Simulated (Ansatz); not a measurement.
# C on Ir(111): change of the work function, part 2 of 4

Aim: the work function of Ir(111) at several coverages of C (fcc site), and the dipole that each adsorbate carries.

Ansatz 0.2.0; plane-wave DFT, PBE, Ansatz PAW.

So far, work function, upper face (eV): step 2 (the clean slab) 5.49.

## (3) Adsorbate added, k-mesh 4×4×1, coverage 0.111 ML

System of this step: Ir36C (C/Ir(111)). The cell holds 37 atoms: 36 Ir and 1 C. Cell: a = 8.146 Å, b = 8.146 Å, c = 26.228 Å, α = 90.0°, β = 90.0°, γ = 60.0°. Vacuum lies along c.

The clean slab as it ended is repeated in the plane and the adsorbate is set on one face; the cell's size fixes the coverage, and the k-mesh shrinks with it to keep the sampling density about even. Adsorbate and upper layers relax, since the dipole depends on the height.

Contents of input.yaml:

```yaml
crystal:
  lattice:
    - [8.1458701194, 0.0, 0.0]
    - [4.0729350597, 7.0545304593, 0.0]
    - [0.0, 0.0, 26.2284156464]
  atoms:
    - { symbol: Ir, position: [0.0, 0.0, 0.3431392929] }
    - { symbol: Ir, position: [0.1111111111, 0.1111111111, 0.4276668932] }
    - { symbol: Ir, position: [0.2222222222, 0.2222222222, 0.5120960926] }
    - { symbol: Ir, position: [0.0, 0.0, 0.5961199903] }
    - { symbol: Ir, position: [0.0, 0.3333333333, 0.3431392929] }
    - { symbol: Ir, position: [0.1111111111, 0.4444444444, 0.4276668932] }
    - { symbol: Ir, position: [0.2222222222, 0.5555555556, 0.5120960926] }
    - { symbol: Ir, position: [0.0, 0.3333333333, 0.5961199903] }
    - { symbol: Ir, position: [0.0, 0.6666666667, 0.3431392929] }
    - { symbol: Ir, position: [0.1111111111, 0.7777777778, 0.4276668932] }
    - { symbol: Ir, position: [0.2222222222, 0.8888888889, 0.5120960926] }
    - { symbol: Ir, position: [0.0, 0.6666666667, 0.5961199903] }
    - { symbol: Ir, position: [0.3333333333, 0.0, 0.3431392929] }
    - { symbol: Ir, position: [0.4444444444, 0.1111111111, 0.4276668932] }
    - { symbol: Ir, position: [0.5555555556, 0.2222222222, 0.5120960926] }
    - { symbol: Ir, position: [0.3333333333, 0.0, 0.5961199903] }
    - { symbol: Ir, position: [0.3333333333, 0.3333333333, 0.3431392929] }
    - { symbol: Ir, position: [0.4444444444, 0.4444444444, 0.4276668932] }
    - { symbol: Ir, position: [0.5555555556, 0.5555555556, 0.5120960926] }
    - { symbol: Ir, position: [0.3333333333, 0.3333333333, 0.5961199903] }
    - { symbol: Ir, position: [0.3333333333, 0.6666666667, 0.3431392929] }
    - { symbol: Ir, position: [0.4444444444, 0.7777777778, 0.4276668932] }
    - { symbol: Ir, position: [0.5555555556, 0.8888888889, 0.5120960926] }
    - { symbol: Ir, position: [0.3333333333, 0.6666666667, 0.5961199903] }
    - { symbol: Ir, position: [0.6666666667, 0.0, 0.3431392929] }
    - { symbol: Ir, position: [0.7777777778, 0.1111111111, 0.4276668932] }
    - { symbol: Ir, position: [0.8888888889, 0.2222222222, 0.5120960926] }
    - { symbol: Ir, position: [0.6666666667, 0.0, 0.5961199903] }
    - { symbol: Ir, position: [0.6666666667, 0.3333333333, 0.3431392929] }
    - { symbol: Ir, position: [0.7777777778, 0.4444444444, 0.4276668932] }
    - { symbol: Ir, position: [0.8888888889, 0.5555555556, 0.5120960926] }
    - { symbol: Ir, position: [0.6666666667, 0.3333333333, 0.5961199903] }
    - { symbol: Ir, position: [0.6666666667, 0.6666666667, 0.3431392929] }
    - { symbol: Ir, position: [0.7777777778, 0.7777777778, 0.4276668932] }
    - { symbol: Ir, position: [0.8888888889, 0.8888888889, 0.5120960926] }
    - { symbol: Ir, position: [0.6666666667, 0.6666666667, 0.5961199903] }
    - { symbol: C, position: [0.1111111111, 0.1111111111, 0.6568607071] }
kpoints:
  mp_grid: { grid: [4, 4, 1] }
hamiltonian:
  xc: pbe
scf:
  occupations: { method: fermi_dirac, width: 0.1 }
  convergence: { dr2_threshold: 1.0e-08 }
efield:
  axis: 3
  dipole_correction: true
  ramp_position: 0.97
  ramp_width: 0.06
relax:
  f_tol: 0.02
  max_steps: 60
  constraints:
    - { sites: [0, 1, 4, 5, 8, 9, 12, 13, 16, 17, 20, 21, 24, 25, 28, 29, 32, 33] }
output:
  write_potential: true
  write_density: true
  volumetric_format: npy
```

Launch:

```sh
ansatz run input.yaml --threads 4 --pin off --max-ram 16384MiB --backend cpu --events-out ev --progress --plain --runs-dir out
```

Log:

```text
[...]
Crystal: 37 atoms, lattice volume = 1507.223 Å³
Basis set: ecut = 420 eV, 29493 PW (Γ), exchange–correlation on 120×120×360 points (8 copies of the dense FFT grid, shifted against one another)
Bands: 370, of which v1, the nominal top of the filled ones, is band 308 counted from 1 (307 counted from 0)
Symmetry: 6 space group operations
[...]
k-points: 4 of 16 (time reversal used)
[...]
SCF iter   1: F=—  HF=-429904.554512 eV  |F-HF|=—  |Δ(HF+E_count)|=         —  Δρ=6.79e-3  dr2=3.91e0  ethr=1.77e-3  p=-0.086 e·Å  D=-1.03e-2 V/Å  ΔV_dip=0.27 eV  dr2_dipole=6.76e-2  V_vac-E_F(+/−)=5.48/5.21 eV  ⟨swp⟩=7.8  Hψ=6547  notcnv=0  defer=44
[...]
SCF iter  10: F=-429904.472846 eV  HF=-429904.472846 eV  |F-HF|=3.68e-8  |Δ(HF+E_count)|=   3.13e-8  Δρ=3.42e-7  dr2=1.82e-9  ethr=1.62e-12  p=-0.104 e·Å  D=-1.25e-2 V/Å  ΔV_dip=0.33 eV  dr2_dipole=7.86e-12  V_vac-E_F(+/−)=5.84/5.51 eV  ⟨swp⟩=10.0  Hψ=10412  notcnv=0
SCF 1 converged in 10 iterations: F = -429904.472846 eV  dr2 = 1.82e-9
[...]
relax step   1: F+E_penalty+E_count = -429904.47284568 eV  Δ(F+E_penalty+E_count) = +0.000e0 eV  max|allowed force component| = 3.998e0 eV/Å  Δτ_max = 0.0000 Å  (10 SCF iters, accepted)
[...]
SCF iter   1: F=—  HF=-429905.772359 eV  |F-HF|=—  |Δ(HF+E_count)|=         —  Δρ=7.34e-3  dr2=1.24e0  ethr=1.69e-4  p=-0.104 e·Å  D=-1.25e-2 V/Å  ΔV_dip=0.33 eV  dr2_dipole=1.29e-1  V_vac-E_F(+/−)=5.84/5.51 eV  ⟨swp⟩=1.0  Hψ=5454  notcnv=0  defer=66
[...]
eigensolver tolerance schedule calibrated: the retry pair's looser diagonalisation under-reported the residual by θ = 0.16 (0.13/decade); ethr = c·dr2/N_el runs at the constant in force after the calibration composes with the one it found (an armed cap, an earlier calibration), c = 6.1e-2
[...]
SCF iter   2: F=—  HF=-429905.730223 eV  |F-HF|=—  |Δ(HF+E_count)|=   4.21e-2  Δρ=4.98e-3  dr2=7.04e-1  ethr=1.23e-4  p=-0.074 e·Å  D=-8.83e-3 V/Å  ΔV_dip=0.23 eV  dr2_dipole=1.82e-2  V_vac-E_F(+/−)=5.73/5.50 eV  ⟨swp⟩=3.0  Hψ=3210  notcnv=0  defer=66
[...]
SCF iter  10: F=-429905.598729 eV  HF=-429905.598729 eV  |F-HF|=1.12e-7  |Δ(HF+E_count)|=   3.05e-7  Δρ=7.24e-7  dr2=8.59e-9  ethr=1.00e-12  p=-0.062 e·Å  D=-7.50e-3 V/Å  ΔV_dip=0.20 eV  dr2_dipole=5.22e-11  V_vac-E_F(+/−)=5.70/5.50 eV  ⟨swp⟩=10.8  Hψ=10834  notcnv=0
SCF 2 converged in 10 iterations: F = -429905.598729 eV  dr2 = 8.59e-9
[...]
relax step   2: F+E_penalty+E_count = -429905.59872939 eV  Δ(F+E_penalty+E_count) = -1.126e0 eV  max|allowed force component| = 1.868e0 eV/Å  Δτ_max = 0.1763 Å  (10 SCF iters, accepted)
SCF iter   1: F=—  HF=-429905.825915 eV  |F-HF|=—  |Δ(HF+E_count)|=         —  Δρ=3.74e-3  dr2=2.00e-1  ethr=7.75e-4  p=-0.062 e·Å  D=-7.50e-3 V/Å  ΔV_dip=0.20 eV  dr2_dipole=2.19e-3  V_vac-E_F(+/−)=5.70/5.50 eV  ⟨swp⟩=4.5  Hψ=3661  notcnv=0  defer=71
[...]
SCF iter  10: F=-429905.771151 eV  HF=-429905.771151 eV  |F-HF|=1.19e-7  |Δ(HF+E_count)|=   4.79e-7  Δρ=3.53e-7  dr2=2.05e-9  ethr=1.62e-12  p=-0.027 e·Å  D=-3.21e-3 V/Å  ΔV_dip=0.08 eV  dr2_dipole=6.92e-11  V_vac-E_F(+/−)=5.58/5.50 eV  ⟨swp⟩=10.0  Hψ=10540  notcnv=0
SCF 3 converged in 10 iterations: F = -429905.771151 eV  dr2 = 2.05e-9
relax step   3: F+E_penalty+E_count = -429905.77115072 eV  Δ(F+E_penalty+E_count) = -1.724e-1 eV  max|allowed force component| = 8.196e-1 eV/Å  Δτ_max = 0.1949 Å  (10 SCF iters, accepted)
[...]
relax step   4: F+E_penalty+E_count = -429905.81472062 eV  Δ(F+E_penalty+E_count) = -4.357e-2 eV  max|allowed force component| = 1.298e-1 eV/Å  Δτ_max = 0.0341 Å  (8 SCF iters, accepted)
[...]
relax step   5: F+E_penalty+E_count = -429905.81976067 eV  Δ(F+E_penalty+E_count) = -5.040e-3 eV  max|allowed force component| = 6.015e-2 eV/Å  Δτ_max = 0.0198 Å  (8 SCF iters, accepted)
SCF iter   1: F=—  HF=-429905.818645 eV  |F-HF|=—  |Δ(HF+E_count)|=         —  Δρ=1.28e-4  dr2=3.90e-4  ethr=3.77e-7  p=-0.020 e·Å  D=-2.36e-3 V/Å  ΔV_dip=0.06 eV  dr2_dipole=4.53e-5  V_vac-E_F(+/−)=5.56/5.50 eV  ⟨swp⟩=3.0  Hψ=3115  notcnv=0  defer=71
[...]
SCF iter   6: F=-429905.819958 eV  HF=-429905.819957 eV  |F-HF|=8.95e-8  |Δ(HF+E_count)|=   1.96e-7  Δρ=5.63e-7  dr2=6.26e-9  ethr=1.62e-12  p=-0.019 e·Å  D=-2.27e-3 V/Å  ΔV_dip=0.06 eV  dr2_dipole=3.44e-12  V_vac-E_F(+/−)=5.56/5.50 eV  ⟨swp⟩=10.2  Hψ=10613  notcnv=0
SCF 6 converged in 6 iterations: F = -429905.819958 eV  dr2 = 6.26e-9
relax step   6: F+E_penalty+E_count = -429905.81995756 eV  Δ(F+E_penalty+E_count) = -1.969e-4 eV  max|allowed force component| = 3.264e-3 eV/Å  Δτ_max = 0.0052 Å  (6 SCF iters, accepted)
NSCF: frozen V_eff on 4 k-points
[...]
SCF converged after 6 iterations
Free energy (F): -429905.819958 eV
[...]
Internal energy: -429904.543082 eV  (E = F + TS)
E sigma→0 (E₀):  -429905.181520 eV
Entropy (-TS):   -1.276876 eV (-34.510 meV/atom)
Fermi energy:    5.106357 eV
Dipole field:    D = -0.002267 V/Å  (p = -0.018884 e·Å, saw-weighted, corrected)
Work function:   Φ+ = 5.5585 eV   Φ− = 5.4990 eV
[...]
--- Forces (eV/Å), atoms counted from 1 ---
  atom   1  Ir     0.04571823     0.02639544     0.09618049
  atom   2  Ir    -0.00000000     0.00000000    -0.11585210
  atom   3  Ir     0.00045929     0.00026517     0.00147079
  atom   4  Ir    -0.00044199    -0.00025519     0.00046425
  atom   5  Ir     0.00000000    -0.05279087     0.09618049
  atom   6  Ir    -0.04724342     0.00744647    -0.06028352
  atom   7  Ir    -0.00004227     0.00002440     0.00028974
  atom   8  Ir     0.00000000     0.00051037     0.00046425
  atom   9  Ir     0.08131578    -0.04694769     0.27861693
  atom  10  Ir    -0.03007054     0.03719076    -0.06028352
  atom  11  Ir     0.00000000    -0.00053034     0.00147079
  atom  12  Ir     0.00140221    -0.00080957     0.00237979
  atom  13  Ir    -0.04571823     0.02639544     0.09618049
  atom  14  Ir    -0.01717287    -0.04463724    -0.06028352
  atom  15  Ir     0.00000000    -0.00004881     0.00028974
  atom  16  Ir     0.00044199    -0.00025519     0.00046425
  atom  17  Ir     0.01168306     0.00674522     0.06279332
  atom  18  Ir     0.00000000     0.00000000    -0.16520978
  atom  19  Ir     0.00004227     0.00002440     0.00028974
  atom  20  Ir     0.00282644     0.00163185    -0.00288882
  atom  21  Ir     0.00000000    -0.01349044     0.06279332
  atom  22  Ir     0.03007054     0.03719076    -0.06028352
  atom  23  Ir     0.00172063    -0.00099341    -0.00171197
  atom  24  Ir     0.00000000    -0.00326369    -0.00288882
  atom  25  Ir    -0.00000000     0.09389538     0.27861693
  atom  26  Ir     0.01717287    -0.04463724    -0.06028352
  atom  27  Ir    -0.00045929     0.00026517     0.00147079
  atom  28  Ir    -0.00000000     0.00161914     0.00237979
  atom  29  Ir    -0.01168306     0.00674522     0.06279332
  atom  30  Ir     0.04724342     0.00744647    -0.06028352
  atom  31  Ir    -0.00000000     0.00198682    -0.00171197
  atom  32  Ir    -0.00282644     0.00163185    -0.00288882
  atom  33  Ir    -0.08131578    -0.04694769     0.27861693
  atom  34  Ir     0.00000000    -0.00000000    -0.66972549
  atom  35  Ir    -0.00172063    -0.00099341    -0.00171197
  atom  36  Ir    -0.00140221    -0.00080957     0.00237979
  atom  37  C      0.00000000    -0.00000000    -0.00029562
  max |Σ_I F_I| component: 5.96e-7 eV/Å
--- Band table (eV) ---
  k-point 0: bands = [... 304 lower, 4.8810, 4.8810, 4.9077, 4.9077, 4.9334, 4.9722, 5.0811, 5.0811, ... 58 higher]
  k-point 1: bands = [... 304 lower, 4.8398, 4.8707, 5.0585, 5.0958, 5.1191, 5.1905, 5.2080, 5.2879, ... 58 higher]
  k-point 2: bands = [... 304 lower, 4.9207, 4.9834, 5.0705, 5.1334, 5.1366, 5.1657, 5.2018, 5.2853, ... 58 higher]
  k-point 3: bands = [... 304 lower, 4.9244, 5.0359, 5.1269, 5.2115, 5.2347, 5.3113, 5.3485, 5.4332, ... 58 higher]
--- Relaxed structure (6 steps of the walk, 6 accepted, 0 SCFs on fresh bases) ---
  F+E_penalty+E_count = -429905.81995756 eV   max|allowed force component| = 3.264e-3 eV/Å
  atoms:
    - { symbol: Ir, position: [1.111111e-11, 1.111111e-11, 0.343139] }
    - { symbol: Ir, position: [0.111111, 0.111111, 0.427667] }
    - { symbol: Ir, position: [0.221713, 0.221713, 0.512004] }
    - { symbol: Ir, position: [-0.00478299, -0.00478299, 0.600865] }
    - { symbol: Ir, position: [1.111108e-11, 0.333333, 0.343139] }
    - { symbol: Ir, position: [0.111111, 0.444444, 0.427667] }
    - { symbol: Ir, position: [0.221121, 0.556106, 0.511962] }
    - { symbol: Ir, position: [-0.00478299, 0.342899, 0.600865] }
    - { symbol: Ir, position: [-2.222222e-11, 0.666667, 0.343139] }
    - { symbol: Ir, position: [0.111111, 0.777778, 0.427667] }
    - { symbol: Ir, position: [0.221713, 0.889908, 0.512004] }
    - { symbol: Ir, position: [0.000825442, 0.666254, 0.595793] }
    - { symbol: Ir, position: [0.333333, 1.111111e-11, 0.343139] }
    - { symbol: Ir, position: [0.444444, 0.111111, 0.427667] }
    - { symbol: Ir, position: [0.556106, 0.221121, 0.511962] }
    - { symbol: Ir, position: [0.342899, -0.00478299, 0.600865] }
    - { symbol: Ir, position: [0.333333, 0.333333, 0.343139] }
    - { symbol: Ir, position: [0.444444, 0.444444, 0.427667] }
    - { symbol: Ir, position: [0.556106, 0.556106, 0.511962] }
    - { symbol: Ir, position: [0.336456, 0.336456, 0.595788] }
    - { symbol: Ir, position: [0.333333, 0.666667, 0.343139] }
    - { symbol: Ir, position: [0.444444, 0.777778, 0.427667] }
    - { symbol: Ir, position: [0.554804, 0.889264, 0.512082] }
    - { symbol: Ir, position: [0.336456, 0.660422, 0.595788] }
    - { symbol: Ir, position: [0.666667, -2.222220e-11, 0.343139] }
    - { symbol: Ir, position: [0.777778, 0.111111, 0.427667] }
    - { symbol: Ir, position: [0.889908, 0.221713, 0.512004] }
    - { symbol: Ir, position: [0.666254, 0.000825442, 0.595793] }
    - { symbol: Ir, position: [0.666667, 0.333333, 0.343139] }
    - { symbol: Ir, position: [0.777778, 0.444444, 0.427667] }
    - { symbol: Ir, position: [0.889264, 0.554804, 0.512082] }
    - { symbol: Ir, position: [0.660422, 0.336456, 0.595788] }
    - { symbol: Ir, position: [0.666667, 0.666667, 0.343139] }
    - { symbol: Ir, position: [0.777778, 0.777778, 0.427667] }
    - { symbol: Ir, position: [0.889264, 0.889264, 0.512082] }
    - { symbol: Ir, position: [0.666254, 0.666254, 0.595793] }
    - { symbol: C, position: [0.111111, 0.111111, 0.640542] }
```

The job ended after 13 min (4 threads of Arm Neoverse V1, shared host; peak memory 9.3 GiB; 39 min of CPU time).

The steps of the relaxation:

| step | energy less that of the first step (eV) | largest force component (eV/Å) |
| --- | --- | --- |
| 1 | 0.0000 | 3.9982 |
| 2 | -1.1259 | 1.8682 |
| 3 | -1.2983 | 0.8196 |
| 4 | -1.3419 | 0.1298 |
| 5 | -1.3469 | 0.0602 |
| 6 | -1.3471 | 0.0033 |

The run keeps the 6 symmetry operations that the program found, so distortions that break them were not tested.

The atoms that moved most (Å):

| atom | dx | dy | dz | length |
| --- | --- | --- | --- | --- |
| C37 | 0.000 | 0.000 | -0.428 | 0.428 |
| Ir4 | -0.058 | -0.034 | 0.124 | 0.142 |
| Ir16 | 0.058 | -0.034 | 0.124 | 0.142 |
| Ir8 | 0.000 | 0.067 | 0.124 | 0.142 |
| Ir32 | -0.038 | 0.022 | -0.009 | 0.045 |
| Ir24 | 0.000 | -0.044 | -0.009 | 0.045 |
| Ir20 | 0.038 | 0.022 | -0.009 | 0.045 |
| Ir36 | -0.005 | -0.003 | -0.009 | 0.010 |

The relaxed structure:

```cif
data_structure
_symmetry_space_group_name_H-M 'P 1'
_symmetry_Int_Tables_number 1
_cell_length_a 8.1459
_cell_length_b 8.1459
_cell_length_c 26.2284
_cell_angle_alpha 90.000
_cell_angle_beta 90.000
_cell_angle_gamma 60.000
_cell_volume 1507.22
loop_
_atom_site_label
_atom_site_type_symbol
_atom_site_fract_x
_atom_site_fract_y
_atom_site_fract_z
_atom_site_occupancy
Ir1 Ir 0.00000 0.00000 0.34314 1
Ir2 Ir 0.11111 0.11111 0.42767 1
Ir3 Ir 0.22171 0.22171 0.51200 1
Ir4 Ir 0.99522 0.99522 0.60087 1
Ir5 Ir 0.00000 0.33333 0.34314 1
Ir6 Ir 0.11111 0.44444 0.42767 1
Ir7 Ir 0.22112 0.55611 0.51196 1
Ir8 Ir 0.99522 0.34290 0.60087 1
Ir9 Ir 0.00000 0.66667 0.34314 1
Ir10 Ir 0.11111 0.77778 0.42767 1
Ir11 Ir 0.22171 0.88991 0.51200 1
Ir12 Ir 0.00083 0.66625 0.59579 1
Ir13 Ir 0.33333 0.00000 0.34314 1
Ir14 Ir 0.44444 0.11111 0.42767 1
Ir15 Ir 0.55611 0.22112 0.51196 1
Ir16 Ir 0.34290 0.99522 0.60087 1
Ir17 Ir 0.33333 0.33333 0.34314 1
Ir18 Ir 0.44444 0.44444 0.42767 1
Ir19 Ir 0.55611 0.55611 0.51196 1
Ir20 Ir 0.33646 0.33646 0.59579 1
Ir21 Ir 0.33333 0.66667 0.34314 1
Ir22 Ir 0.44444 0.77778 0.42767 1
Ir23 Ir 0.55480 0.88926 0.51208 1
Ir24 Ir 0.33646 0.66042 0.59579 1
Ir25 Ir 0.66667 0.00000 0.34314 1
Ir26 Ir 0.77778 0.11111 0.42767 1
Ir27 Ir 0.88991 0.22171 0.51200 1
Ir28 Ir 0.66625 0.00083 0.59579 1
Ir29 Ir 0.66667 0.33333 0.34314 1
Ir30 Ir 0.77778 0.44444 0.42767 1
Ir31 Ir 0.88926 0.55480 0.51208 1
Ir32 Ir 0.66042 0.33646 0.59579 1
Ir33 Ir 0.66667 0.66667 0.34314 1
Ir34 Ir 0.77778 0.77778 0.42767 1
Ir35 Ir 0.88926 0.88926 0.51208 1
Ir36 Ir 0.66625 0.66625 0.59579 1
C37 C 0.11111 0.11111 0.64054 1
```

Read from the output:

```
energy at zero smearing        : -429905.1815 eV
work function, upper face      : 5.558 eV
work function, lower face      : 5.499 eV
dipole along the normal        : -0.01888 e·Å
step between the vacuum levels : 0.05946 eV
```

Running mean over 2.217 Å of the planar mean; the ramp of the sawtooth is left out. The electron's electrostatic potential energy less the Fermi level by z:

z (Å), electron's electrostatic potential energy less the Fermi level (eV) and a bar from the least value:
```
        4        5.5 ##############################
        5        5.5 ##############################
        6        5.4 ##############################
        7        4.3 ############################
        8       -5.5 #############
        9      -12.7 #
       10      -13.3 
       11      -13.5 
       12      -13.6 
       13      -13.6 
       14      -13.3 
       15      -13.1 #
       16      -12.4 ##
       17       -1.9 ##################
       18        4.8 #############################
       19        5.5 ##############################
       20        5.6 ##############################
       21        5.6 ##############################
       22        5.6 ##############################
       23        5.6 ##############################
```

The relaxation took 6 steps and lowered the energy by 1.3 eV; the largest force on the free atoms ends at 0.0033 eV/Å.

The covered face has 5.56 eV, +0.07 eV against the clean one; the bare back face has moved by +0.00 eV, a measure of how thin the slab is.

(Part 2 of 4 ends here.)

[Long decimals in the printed logs are rounded to 6 places.]

[Logs are printed without paths, hosts, clocks, repeated set-up lines and the standing remarks that a program may print on its own settings, such as how far it seeks lower states.]

[Hosts, paths, dates, database ids (printed as entryN), source tags and the programs' standing remarks are cut or masked in the printed files.]

[Maps of the electrostatic potential energy from Ansatz leave out the sawtooth potential of an applied field or a dipole correction, so their vacuum need not be flat; planar profiles and work functions include it.]
